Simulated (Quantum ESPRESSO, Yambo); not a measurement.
An input for Quantum ESPRESSO 7.5 (Te2Mo (2H monolayer)):

```
&control
  calculation = 'nscf'
  prefix = 'x'
  outdir = 'o'
  pseudo_dir = 'pseudo'
/
&system
  ibrav = 0
  nat = 3
  ntyp = 2
  ecutwfc = 88.0
  nbnd = 106
  force_symmorphic = .true.
  noncolin = .true.
  lspinorb = .true.
/
&electrons
  conv_thr = 1e-9
  electron_maxstep = 80
  diago_full_acc = .true.
  diago_thr_init = 5e-6
/
ATOMIC_SPECIES
  Mo 95.95 Mo.upf
  Te 127.6 Te.upf
CELL_PARAMETERS angstrom
  3.5604216500 0.0000000000 0.0000000000
  -1.7802108250 3.0834155970 0.0000000000
  0.0000000000 0.0000000000 17.0000000000
ATOMIC_POSITIONS crystal
  Mo 0.3333333333 0.6666666667 0.5000000000
  Te 0.6666666667 0.3333333333 0.6064934710
  Te 0.6666666667 0.3333333333 0.3935065290
K_POINTS automatic
  15 15 1 0 0 0
```

```sh
OMP_NUM_THREADS=1 mpirun -n 16 pw.x -nk 4 -in pw.in > pw.out
```

How long will it take on 16 MPI ranks of Arm Neoverse V2, shared host, and how much memory?

It took 53 s; on shared hardware allow 27 s to 1.8 min. Peak host memory was 2.2 GiB.

[Paths, hosts, dates, memory and timing lines, banners, echoed tables and standing remarks are left out of the program output.]

[Logs are printed without paths, hosts, clocks, repeated set-up lines and the standing remarks that a program may print on its own settings, such as how far it seeks lower states.]

[Runs of the session that timed out or met a known fault of the program may be left out.]

[Hosts, paths, dates, database ids (printed as entryN), source tags and the programs' standing remarks are cut or masked in the printed files.]
